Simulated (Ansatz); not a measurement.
# TiB2 (P6/mmm): zone-centre modes under pressure, part 2 of 2

Aim: how do the optical modes of TiB2 (P6/mmm) move with volume?

Ansatz 0.2.0; DFT LDA, scalar-relativistic, plane waves, PAW; PAW set soft_1.

So far, highest optical mode at the zone centre (no LO-TO term) (cm⁻¹): step 5 (zone-centre response at rest) 916.

## (6) Relaxation of a member: 1.06 times the volume at rest

The cell is set to 1.06 times the volume at rest, and shape and atoms relax at that volume.

File input.yaml:

```yaml
crystal:
  lattice:
    - [3.0472540936, 0.0, 0.0]
    - [-1.5236270468, 2.6389994568, 0.0]
    - [0.0, 0.0, 3.2326925954]
  atoms:
    - { symbol: B, position: [0.3333333333, 0.6666666667, 0.5] }
    - { symbol: B, position: [0.6666666667, 0.3333333333, 0.5] }
    - { symbol: Ti, position: [0.0, 0.0, 0.0] }
kpoints:
  mp_grid: { grid: [18, 18, 16] }
hamiltonian:
  xc: lda
  pseudopotentials: { kind: paw, azcp: { folder: soft_1 }, xc_functional: pbe }
scf:
  occupations: { method: methfessel_paxton, width: 0.2 }
output:
  forces: true
  stress: true
  eigenvalues: true
relax:
  adjacent_minimum: "off"
  f_tol: 0.001
  max_steps: 60
  cell: { stress_tol: 0.01, fix: [volume] }
```

The run is started by

```bash
ansatz run input.yaml --threads 4 --pin off --max-ram 10240MiB --backend cpu --events-out ev --progress --plain --runs-dir out
```

Numbers of over 12 decimals in the logs are rounded to 6 here.

Output:

```text
[...]
Crystal: 3 atoms, lattice volume = 25.996 Å³
Basis set: ecut = 420 eV, 503 PW (Γ)
Bands: 13, of which v1, the nominal top of the filled ones, is band 9 counted from 1 (8 counted from 0)
Symmetry: 24 space group operations
[...]
k-points: 333 of 5184
[...]
k-point 332: bands = [... 5 lower, 6.2092, 8.9708, 11.4971, 11.4971, 17.0334, 18.7718, 18.7718, 19.0147]
--- Relaxed structure (3 steps of the walk, 3 accepted, 1 SCFs on fresh bases) ---
[...]
cell:  # Å, volume = 25.9964 Å³
    - [3.044699, 0.0, 0.0]
    - [-1.522349, 2.636786, 0.0]
    - [0.0, 0.0, 3.238121]
  atoms:
    - { symbol: B, position: [0.333333, 0.666667, 0.500000] }
    - { symbol: B, position: [0.666667, 0.333333, 0.500000] }
    - { symbol: Ti, position: [0, 0, 0.0] }
[key lines of the parts left out:]
SCF converged after 4 iterations
Free energy (F): -2753.244923 eV
Fermi energy:    14.621819 eV
P = ⅓ Tr σ = -14.4238 GPa (-144.238 kbar)
```

Run time: 33 s. Hardware: 4 threads of Intel Xeon at 2.50GHz (Skylake/Cascade Lake), shared host; peak memory 0.45 GiB; 62 s of CPU time.

Step by step:

```csv
step,energy less that of the first step (eV),largest force component (eV/Å),pressure (GPa),volume (Å³)
1,0.0000,0.0000,-14.51,26.00
2,-0.0001,0.0000,-14.42,26.00
3,-0.0001,0.0000,-14.42,26.00
4*,-0.0001,0.0000,-14.42,26.00
```

Relaxation steps marked * repeat the geometry before them on a plane-wave basis chosen anew for their cell, so energy and pressure can jump there.

The run keeps the 24 symmetry operations that it works with, so distortions that break them were not tested.

```csv
"conventional cell, symmetrised",before,after,change
a (Å),3.047,3.045,-0.1 %
b (Å),3.047,3.045,-0.1 %
c (Å),3.233,3.238,+0.2 %
volume (Å³/atom),8.67,8.67,-0.0 %
```

Final coordinates:

```cif
data_structure
_symmetry_space_group_name_H-M 'P 1'
_symmetry_Int_Tables_number 1
_cell_length_a 3.0447
_cell_length_b 3.0447
_cell_length_c 3.2381
_cell_angle_alpha 90.000
_cell_angle_beta 90.000
_cell_angle_gamma 120.000
_cell_volume 26.00
loop_
_atom_site_label
_atom_site_type_symbol
_atom_site_fract_x
_atom_site_fract_y
_atom_site_fract_z
_atom_site_occupancy
B1 B 0.33333 0.66667 0.50000 1
B2 B 0.66667 0.33333 0.50000 1
Ti3 Ti 0.00000 0.00000 0.00000 1
```

This step gave:

```
pressure        : -14.42 GPa
volume per atom : 8.665 Å³
```

The forces vanish by symmetry, at a pressure of -14.42 GPa.

## (7) Modes of this member: 1.06 times the volume at rest

The zone-centre modes follow for 1.06 times the volume at rest.

input.yaml, the sections that differ from step 6:

```yaml
crystal:
  lattice:
    - [3.0446987424, 0.0, 0.0]
    - [-1.5223493712, 2.6367864578, 0.0]
    - [0.0, 0.0, 3.2381211333]
  atoms:
    - { symbol: B, position: [0.3333333333, 0.6666666667, 0.5] }
    - { symbol: B, position: [0.6666666667, 0.3333333333, 0.5] }
    - { symbol: Ti, position: [0.0, 0.0, 0.0] }
output:
  eigenvalues: true
phonons:
  method: dfpt
# kpoints, hamiltonian, scf: as in step 6
# relax: removed
```

Output:

```text
[...]
Crystal: 3 atoms, lattice volume = 25.996 Å³
Basis set: ecut = 420 eV, 503 PW (Γ), exchange–correlation on 48×48×48 points (8 copies of the dense FFT grid, shifted against one another)
Bands: 13, of which v1, the nominal top of the filled ones, is band 9 counted from 1 (8 counted from 0)
Symmetry: 24 space group operations
k-points: 819 of 5184 (irreducible under 4 space group operations, time reversal used)
[...]
SCF iter   1: F=—  HF=-2754.379869 eV  |F-HF|=—  |Δ(HF+E_count)|=         —  Δρ=1.05e-1  dr2=4.58e0  ethr=3.10e-3  ⟨swp⟩=4.2  Hψ=49868  notcnv=0
[...]
SCF iter  10: F=-2753.244923 eV  HF=-2753.244923 eV  |F-HF|=0.00e0  |Δ(HF+E_count)|=  3.64e-12  S|Δr|=    0.00e0  Δρ=8.20e-9  dr2=2.81e-14  ethr=1.00e-12  ⟨swp⟩=4.8  Hψ=37509  notcnv=0
[...]
SCF 1 converged in 10 iterations: F = -2753.244923 eV  dr2 = 2.81e-14
[...]
SCF converged after 10 iterations
[...]
Free energy (F): -2753.244923 eV
[...]
Internal energy: -2753.245639 eV  (E = F + TS)
E sigma→0 (E₀):  -2753.245102 eV
Entropy (-TS):   0.000715 eV (0.238 meV/atom)
Fermi energy:    14.621819 eV
[...]
--- Band table (eV; the first three rows and the last of 819) ---
  k-point 0: bands = [... 5 lower, 12.0079, 12.0079, 12.3509, 12.5075, 16.4296, 16.4296, 18.1744, 18.1744]
  k-point 1: bands = [... 5 lower, 11.6468, 12.0487, 12.0487, 13.1551, 16.2948, 16.2948, 18.0851, 18.0851]
  k-point 2: bands = [... 5 lower, 10.8303, 12.1708, 12.1708, 13.8145, 15.9644, 15.9644, 17.8281, 17.8281]
  k-point 818: bands = [... 5 lower, 7.6167, 9.4086, 10.6044, 11.8993, 16.9391, 17.6825, 18.2944, 19.0250]
[...]
ASR residual: 2.620e-6 → 0.000e0 eV/Å²; symmetrization residual: 8.466e-7 eV/Å²
  ASR residual per site (eV/Å²): 2.62e-6 2.62e-6 8.64e-7
  Γ frequencies (cm⁻¹): 0.00 0.00 0.00 482.81 492.93 492.93 543.17 851.31 851.31
[...]
```

Run time: 1.9 min. Hardware: 4 threads; peak memory 1.2 GiB.

Numbers from this step:

```yaml
sum_rule_residual_before_enforcement: 2.62e-6 eV/Å²
highest_optical_mode_at_the_zone_centre_no_lo_to_term: 851.3 cm⁻¹
lowest_optical_zone_centre_mode: 482.8 cm⁻¹
```

Patterns of degenerate modes are one choice out of their space. Modes at Γ, with each element's share of the kinetic energy:

```csv
mode,frequency (cm⁻¹),symmetry,B %,Ti %
1,0.0,acoustic,31,69
2,0.0,acoustic,31,69
3,0.0,acoustic,31,69
4,482.8,A2u,69,31
5,492.9,E1u,69,31
6,492.9,E1u,69,31
7,543.2,B1g,100,0
8,851.3,E2g,100,0
9,851.3,E2g,100,0
```

The lowest optical mode is real, 483 cm⁻¹, and the highest lies at 851.3 cm⁻¹.

Between step 5 and this run (volume ratio 1.06) the value for the highest optical mode at the zone centre (no LO-TO term) moves from 916 cm⁻¹ to 851 cm⁻¹ (-7 %).

## (8) Relaxation of a member: 0.9 times the volume at rest

The cell is set to 0.9 times the volume at rest, and shape and atoms relax at that volume.

input.yaml, the sections that differ from step 7:

```yaml
crystal:
  lattice:
    - [2.8997044606, 0.0, 0.0]
    - [-1.4498522303, 2.5112177264, 0.0]
    - [0.0, 0.0, 3.0311743526]
  atoms:
    - { symbol: B, position: [0.3333333333, 0.6666666667, 0.5] }
    - { symbol: B, position: [0.6666666667, 0.3333333333, 0.5] }
    - { symbol: Ti, position: [0.0, 0.0, 0.0] }
output:
  forces: true
  stress: true
  eigenvalues: true
relax:
  adjacent_minimum: "off"
  f_tol: 0.001
  max_steps: 60
  cell: { stress_tol: 0.01, fix: [volume] }
# kpoints, hamiltonian, scf: as in step 7
# phonons: removed
```

Output:

```text
[...]
Crystal: 3 atoms, lattice volume = 22.072 Å³
Basis set: ecut = 420 eV, 407 PW (Γ)
Bands: 13, of which v1, the nominal top of the filled ones, is band 9 counted from 1 (8 counted from 0)
Symmetry: 24 space group operations
[...]
k-points: 333 of 5184
[...]
k-point 332: bands = [... 5 lower, 8.2697, 11.4540, 13.9698, 13.9698, 20.5639, 22.8632, 22.8632, 22.8721]
--- Relaxed structure (3 steps of the walk, 3 accepted, 1 SCFs on fresh bases) ---
[...]
cell:  # Å, volume = 22.0724 Å³
    - [2.902044, 0, 0]
    - [-1.451022, 2.513244, 0]
    - [0, 0, 3.026290]
  atoms:
    - { symbol: B, position: [0.333333, 0.666667, 0.500000] }
    - { symbol: B, position: [0.666667, 0.333333, 0.500000] }
    - { symbol: Ti, position: [0, 0, 0] }
[key lines of the parts left out:]
SCF converged after 4 iterations
Free energy (F): -2753.062641 eV
Fermi energy:    17.377228 eV
P = ⅓ Tr σ = 35.8308 GPa (358.308 kbar)
```

Elapsed: 28 s, on 4 threads; peak memory 0.44 GiB.

Step by step:

```csv
step,energy less that of the first step (eV),largest force component (eV/Å),pressure (GPa),volume (Å³)
1,0.0000,0.0000,35.92,22.07
2,-0.0001,0.0000,35.84,22.07
3,-0.0001,0.0000,35.83,22.07
4*,-0.0001,0.0000,35.83,22.07
```

Relaxation steps marked * repeat the geometry before them on a plane-wave basis chosen anew for their cell, so energy and pressure can jump there.

The run keeps the 24 symmetry operations that it works with, so distortions that break them were not tested.

```csv
"conventional cell, symmetrised",before,after,change
a (Å),2.900,2.902,+0.1 %
b (Å),2.900,2.902,+0.1 %
c (Å),3.031,3.026,-0.2 %
volume (Å³/atom),7.36,7.36,-0.0 %
```

Final coordinates:

```xyz
3
Lattice="2.9020 0.0000 0.0000 -1.4510 2.5132 0.0000 0.0000 0.0000 3.0263" Properties=species:S:1:pos:R:3 pbc="T T T"
B     0.0000    1.6755    1.5131
B     1.4510    0.8377    1.5131
Ti    0.0000    0.0000    0.0000
```

This step gave:

```
pressure        : 35.83 GPa
volume per atom : 7.357 Å³
```

The forces vanish by symmetry, at a pressure of 35.83 GPa.

## (9) Zone-centre modes of the member: 0.9 times the volume at rest

The zone-centre modes follow for 0.9 times the volume at rest.

input.yaml, the sections that differ from step 8:

```yaml
crystal:
  lattice:
    - [2.9020437481, 0.0, 0.0]
    - [-1.451021874, 2.5132436087, 0.0]
    - [0.0, 0.0, 3.0262895673]
  atoms:
    - { symbol: B, position: [0.3333333333, 0.6666666667, 0.5] }
    - { symbol: B, position: [0.6666666667, 0.3333333333, 0.5] }
    - { symbol: Ti, position: [0.0, 0.0, 0.0] }
output:
  eigenvalues: true
phonons:
  method: dfpt
# kpoints, hamiltonian, scf: as in step 8
# relax: removed
```

Output:

```text
[...]
Crystal: 3 atoms, lattice volume = 22.072 Å³
Basis set: ecut = 420 eV, 407 PW (Γ), exchange–correlation on 40×40×48 points (8 copies of the dense FFT grid, shifted against one another)
Bands: 13, of which v1, the nominal top of the filled ones, is band 9 counted from 1 (8 counted from 0)
Symmetry: 24 space group operations
k-points: 819 of 5184 (irreducible under 4 space group operations, time reversal used)
[...]
k-point 2: bands = [... 5 lower, 13.4143, 14.4473, 14.4473, 16.6575, 19.0546, 19.0546, 21.4444, 21.4444]
  k-point 818: bands = [... 5 lower, 9.7525, 11.7729, 13.1326, 14.2710, 20.4960, 21.2239, 22.1766, 23.1452]
[...]
ASR residual: 9.452e-5 → 0.000e0 eV/Å²; symmetrization residual: 2.779e-7 eV/Å²
  ASR residual per site (eV/Å²): 6.35e-7 6.35e-7 9.45e-5
  Γ frequencies (cm⁻¹): 0.00 0.00 0.00 615.94 615.94 624.57 648.27 1038.93 1038.93
[...]
[key lines of the parts left out:]
SCF converged after 9 iterations
Free energy (F): -2753.062642 eV
Fermi energy:    17.377229 eV
```

Run time: 1.8 min. Hardware: 4 threads; peak memory 1.1 GiB; 3.4 min of CPU time.

Numbers from this step:

```
sum-rule residual before enforcement                    : 9.45e-5 eV/Å²
highest optical mode at the zone centre (no LO-TO term) : 1039 cm⁻¹
lowest optical zone-centre mode                         : 615.9 cm⁻¹
```

Patterns of degenerate modes are one choice out of their space. The modes at Γ (shares of kinetic energy by element, %):

```csv
mode,frequency (cm⁻¹),symmetry,B %,Ti %
1,0.0,acoustic,31,69
2,0.0,acoustic,31,69
3,0.0,acoustic,31,69
4,615.9,E1u,69,31
5,615.9,E1u,69,31
6,624.6,B1g,100,0
7,648.3,A2u,69,31
8,1038.9,E2g,100,0
9,1038.9,E2g,100,0
```

The lowest optical mode is real, 616 cm⁻¹, and the highest lies at 1038.9 cm⁻¹.

For the highest optical mode at the zone centre (no LO-TO term), step 5 gave 916 cm⁻¹; this run, with volume ratio 0.9, gives 1039 cm⁻¹ (+13 %).

## (10) The series together

The members are set side by side, also those not shown above.

Each row is one cell with its response, relaxed at fixed volume as far as symmetry leaves anything free; energies are extrapolated to zero smearing, and E0 is that at rest; shape and atoms are relaxed in each cell where symmetry leaves them free; all runs use 18×18×16 k points and Methfessel-Paxton smearing of 0.2 eV. State of the crystal along the series:

```csv
volume ratio,V (Å³/atom),pressure (GPa),E - E0 (meV/atom),first cell vector (Å),third cell vector (Å)
0.9,7.357,35.83,83.94,2.902,3.026
0.92,7.521,27.18,51.86,2.921,3.054
0.94,7.684,19.35,28.18,2.94,3.08
0.96,7.848,12.25,12.11,2.958,3.107
0.98,8.011,5.827,2.931,2.976,3.134
0.99,8.093,2.842,0.7254,2.985,3.147
1,8.175,-1.41e-4,0,2.994,3.16
1.02,8.338,-5.285,2.732,3.011,3.186
1.04,8.502,-10.08,10.6,3.028,3.212
1.06,8.665,-14.42,23.14,3.045,3.238
```

Each mode is tracked from rest by its pattern, and modes that stay within 0.3 cm⁻¹ of each other stand once; shape and atoms are relaxed in each cell where symmetry leaves them free; all runs use 18×18×16 k points and Methfessel-Paxton smearing of 0.2 eV. Optical modes along the series:

```csv
V (Å³/atom),mode 4 E1u (cm⁻¹),mode 6 A2u (cm⁻¹),mode 7 B1g (cm⁻¹),mode 8 E2g (cm⁻¹)
7.357,615.9,648.3,624.6,1039
7.521,598.7,625.6,613.4,1013
7.684,582.1,603.5,602.6,987.5
7.848,566,582.1,592,963.1
8.011,550.5,561.2,581.7,939.4
8.093,542.9,551,576.7,927.8
8.175,535.4,540.9,571.7,916.4
8.338,520.8,521.1,561.9,894
8.502,506.7,501.7,552.4,872.4
8.665,492.9,482.8,543.2,851.3
```

From cubic fits (parabolas where under five rows exist) of ln ω and P against ln V through the rows within about 4 % of rest: γ = −d ln ω / d ln V and dω/dP = γ ω / B. Slopes at rest:

```csv
mode,fitted frequency at rest (cm⁻¹),Grüneisen parameter γ,dω/dP (cm⁻¹/GPa)
mode 4 E1u,535.4,1.38,2.67
mode 6 A2u,540.9,1.85,3.62
mode 7 B1g,571.7,0.86,1.78
mode 8 E2g,916.3,1.24,4.08
```

## (11) Results

| Item | Value |
| --- | --- |
| members | 10 |
| highest optical mode at the zone centre (no LO-TO term), at rest | 916.4 cm⁻¹ |
| bulk modulus at rest | 277 GPa |
| mode 4 E1u, γ | 1.38 |
| mode 6 A2u, γ | 1.85 |
| mode 7 B1g, γ | 0.86 |
| mode 8 E2g, γ | 1.24 |

**Reading.** The series spans -14.4 to 35.8 GPa, and the slope at rest gives a bulk modulus of 277 GPa. Among the modes in the table of slopes γ runs from 0.86 (mode 7 B1g) to 1.85 (mode 6 A2u). One k mesh and one cutoff serve the ground states and modes of all volumes. These are harmonic frequencies at zero temperature: anharmonic shifts, linewidths and thermal expansion are left out. With no gap, or one that is small against the smearing, the frequencies hang on the k mesh and the smearing, most of all near Kohn anomalies. The PAW files were made for PBE; the program adapts parts of them to the functional of the run, but their partial waves stay those of PBE, an approximation that was not tested in this session. Only the zone centre was solved, so an instability at another wavevector cannot show here.

[Logs are printed without paths, hosts, clocks, repeated set-up lines and the standing remarks that a program may print on its own settings, such as how far it seeks lower states.]

[Hosts, paths, dates, database ids (printed as entryN), source tags and the programs' standing remarks are cut or masked in the printed files.]
